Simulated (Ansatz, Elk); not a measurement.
**How far do independent atoms describe NaBr6N?**

Structure refinements treat a crystal as free atoms side by side. For a made-up structure of NaBr6N (cell and positions from a PBEsol relaxation) the runs below show what the calculated density changes in F(hkl).

Method: DFT, PBE, all-electron APW+lo, Dirac cores, scalar-relativistic bands, static density, no spin, in Elk 11.2.3 (patched build).

This account leaves out most program logs.

The structure was built from a prototype and need not be the compound's stable phase.

## (1) Starting point

Symmetry: R-3m, No. 166, trigonal system. The conventional cell has a = 10.038 Å, b = 10.038 Å, c = 6.665 Å, α = 90.00°, β = 90.00°, γ = 120.00°. Br has 1 N at 2.41 Å and 1 Br at 2.54 Å and 2 Na at 2.89 to 3.76 Å nearest. Na has 12 Br at 2.89 to 3.76 Å and 2 N at 3.33 Å nearest. Nearest to N lie 6 Br at 2.41 Å. Farther neighbours and most contacts between anions are not listed.

## (2) Ground state and structure factors

An all-electron density is needed, since X-rays see the cores too. Task 0 finds the density and task 195 Fourier-transforms it; tshift is off so that phases refer to the origin typed.

Input file elk.in:

```
tasks
  0
  195

xctype
  20

spinpol
  .false.

rgkmax
  7.0

gmaxvr
  14.0

lmaxo
  7

lmaxapw
  8

swidth
  0.002

tshift
  .false.

ramdisk
  .false.

hmaxvr
  5.5

maxscl
  120

epspot
  1e-06

sppath
  './'

avec
  9.48433063743 5.47578084683 4.19860922868
  -9.48433063743 5.47578084683 4.19860922868
  -0.00000000000 -10.95156169298 4.19860922958

atoms
  3
  'Br.in'
  6
  0.6900472047 0.0424296529 0.6900472047   0.000000 0.000000 0.000000
  0.6900472047 0.6900472047 0.0424296529   0.000000 0.000000 0.000000
  0.0424296529 0.6900472047 0.6900472047   0.000000 0.000000 0.000000
  0.3099527953 0.9575703471 0.3099527953   0.000000 0.000000 0.000000
  0.9575703471 0.3099527953 0.3099527953   0.000000 0.000000 0.000000
  0.3099527953 0.3099527953 0.9575703471   0.000000 0.000000 0.000000
  'Na.in'
  1
  0.5000000000 0.5000000000 0.5000000000   0.000000 0.000000 0.000000
  'N.in'
  1
  -0.0000000000 -0.0000000000 -0.0000000000   0.000000 0.000000 0.000000

ngridk
  4 4 4
```

The run is started by

```console
OMP_NUM_THREADS=4 elk
```

Wall time 69 s (4 threads of Arm Neoverse V2, shared host); peak memory 0.36 GiB.

SFACRHO.OUT:

```text

h k l indices transformed by vhmat matrix:
   1.000000000       0.000000000       0.000000000    
   0.000000000       1.000000000       0.000000000    
   0.000000000       0.000000000       1.000000000    

      h      k      l  multipl.   |H|            Re(F)            Im(F)           |F|

      0      0      0      1   0.0000000       228.00000      0.15996435E-15   228.00000    
      0      0     -1      6  0.62859015       11.371823     -0.18773713E-13   11.371823    
      1     -1      0      6  0.66248063       2.9801374     -0.68719481E-14   2.9801374    
     -1      1     -1      6  0.91323938       82.645823     -0.34468238E-13   82.645823    
      0     -1     -1      6   1.0684670      -42.375678      0.50787564E-13   42.375678    
      0     -1      2     12   1.1282228      -101.63168     -0.38309010E-13   101.63168    
      1      1     -2      6   1.1474501      -72.090479     -0.59428478E-14   72.090479    
      0      0     -2      6   1.2571803      -20.785467      0.23270694E-13   20.785467    
     -2      0      2      6   1.3249613       37.190509     -0.21018591E-13   37.190509    
      1     -1     -2     12   1.4210499       106.97886     -0.49738686E-13   106.97886    
     -2     -1      2     12   1.4665087       59.468294     -0.10705831E-13   59.468294    
      1      1      1      2   1.4964920      -145.12712     -0.12431471E-12   145.12712    
     -3      1      1      6   1.6092012      -59.006001     -0.16753835E-13   59.006001    
      0     -2     -1     12   1.6365723       5.5750146      0.40799325E-14   5.5750146    
      3      0     -1     12   1.7020999      -22.263046     -0.50081444E-13   22.263046    
      0      2     -3     12   1.7402325       27.172698     -0.34600378E-13   27.172698    
     -1     -2      3     12   1.7527590       14.031512      0.20044022E-13   14.031512    
     -2     -2      2      6   1.8264788       73.056329     -0.66061968E-13   73.056329
```

Elk indexes on the primitive cell of elk.in and gives |H| = 4π sin θ/λ in inverse bohr. Below, one row stands for each form hkl of the conventional cell (m members, Friedel mates merged), F is for one primitive cell and the density is static (no thermal factor). Free-atom factors are Waasmaier and Kirfel's, and R is Σm||F|−|F'||/Σm|F|.

```csv
hkl,m,sin θ/λ (Å⁻¹),"abs F, DFT",neutral atoms,diff.
101,6,0.095,11.372,11.388,-0.016
110,6,0.100,2.980,2.986,-0.006
021,6,0.137,82.646,82.747,-0.101
012,6,0.161,42.376,42.062,+0.314
211,12,0.170,101.632,101.669,-0.037
300,6,0.173,72.091,72.147,-0.057
202,6,0.189,20.785,20.522,+0.264
220,6,0.199,37.191,37.319,-0.129
122,12,0.214,106.979,106.738,+0.241
131,12,0.221,59.468,59.071,+0.397
003,2,0.225,145.127,145.194,-0.067
401,6,0.242,59.006,59.099,-0.093
113,12,0.246,5.575,5.303,+0.272
312,12,0.256,22.263,22.685,-0.422
321,12,0.262,27.173,26.993,+0.180
410,12,0.264,14.031,13.883,+0.149
042,6,0.275,73.056,73.620,-0.564
303,6,0.284,118.588,118.686,-0.098
```

## (3) The highest occupied states alone

An energy window below the Fermi level keeps the highest occupied states, to see at which angles they scatter; shallow core shells can lie inside it and anion s states outside. No new self-consistency is needed.

elk.in: that of step 2 with these lines changed.

```diff
@@ -1,3 +1,2 @@
 tasks
-  0
   195
@@ -40,2 +39,5 @@
 
+wsfac
+  -0.369160 0.371840
+
 sppath
```

The run is started by

```console
OMP_NUM_THREADS=4 elk
```

The job ended after 24 s (4 threads; peak memory 0.21 GiB; 26 s of CPU time).

States within 12 eV below the Fermi level hold 35.38 electrons; any levels below the window count with the cores, and a count that is not whole means the window cuts a band. Their amplitudes can exceed the total, where window and core parts have opposite phase:

```csv
hkl,sin θ/λ (Å⁻¹),"abs F, window","abs F, all"
101,0.095,4.696,11.372
110,0.100,1.948,2.980
021,0.137,9.525,82.646
012,0.161,1.460,42.376
211,0.170,3.478,101.632
300,0.173,2.533,72.091
202,0.189,0.044,20.785
220,0.199,2.832,37.191
122,0.214,5.342,106.979
131,0.221,4.073,59.468
```

## (4) Another functional

The difference from free atoms is small, so it is set against the change that PBEsol makes.

elk.in: that of step 3 with these lines changed.

```diff
@@ -1,2 +1,3 @@
 tasks
+  0
   195
@@ -4,3 +5,3 @@
 xctype
-  20
+  22
 
@@ -39,5 +40,2 @@
 
-wsfac
-  -0.369160 0.371840
-
 sppath
```

The run is started by

```console
OMP_NUM_THREADS=4 elk
```

It took 66 s on 4 threads; peak memory 0.36 GiB; 2.7 min of CPU time.

Against the first run R = 0.03 %; the largest change is -0.055 at 122.

## (5) A coarser k-mesh

About half the k-points along each axis test the sampling.

elk.in: that of step 4 with these lines changed.

```diff
@@ -5,3 +5,3 @@
 xctype
-  22
+  20
 
@@ -66,2 +66,2 @@
 ngridk
-  4 4 4
+  2 2 2
```

The run is started by

```console
OMP_NUM_THREADS=4 elk
```

Elapsed: 46 s, on 4 threads; peak memory 0.34 GiB.

Against the first run R = 0.06 %; the largest change is +0.087 at 015.

## (6) Settings against the effect

```csv
run,R against the first run (%),"R against neutral atoms, low angle (%)",wall time
"PBE, rgkmax 7",0.00,0.36,69 s
PBEsol,0.03,0.34,66 s
k-mesh 2×2×2,0.06,0.42,46 s
```

## (7) Results

| Property | Result |
| --- | --- |
| R against neutral atoms, sin θ/λ < 0.3 Å⁻¹ | 0.36 % |
| R against neutral atoms, 0.3 to 0.61 Å⁻¹ | 0.28 % |

What this shows: Independent neutral atoms miss the calculated amplitudes by R = 0.36 % below 0.3 Å⁻¹ and 0.28 % from there to 0.61 Å⁻¹; by shells, 0.13 % below 0.15 Å⁻¹ (3 forms), 0.38 % 0.15 to 0.3 (19 forms), 0.39 % 0.3 to 0.45 (41 forms), 0.23 % above 0.45 (86 forms). Bonding, aspherical density and the tables' own atoms all enter these figures, and the runs don't part them. The largest change of an amplitude is -0.56 electrons, at 042. The window's part falls from 35.4 electrons at the origin to at most 0.66 between 0.45 and 0.61 Å⁻¹. Below 0.3 Å⁻¹ the changes that finished (PBEsol and k-mesh 2×2×2) move F by R = 0.08 % at most, against the 0.36 % that separates it from free atoms. The basis has no finished test. Part of the difference isn't bonding: the tables are fits to free atoms and ions calculated by other methods than this functional. Thermal motion, anomalous dispersion and extinction are left out.

[Logs are printed without paths, hosts, clocks, repeated set-up lines and the standing remarks that a program may print on its own settings, such as how far it seeks lower states.]

[Hosts, paths, dates, database ids (printed as entryN), source tags and the programs' standing remarks are cut or masked in the printed files.]
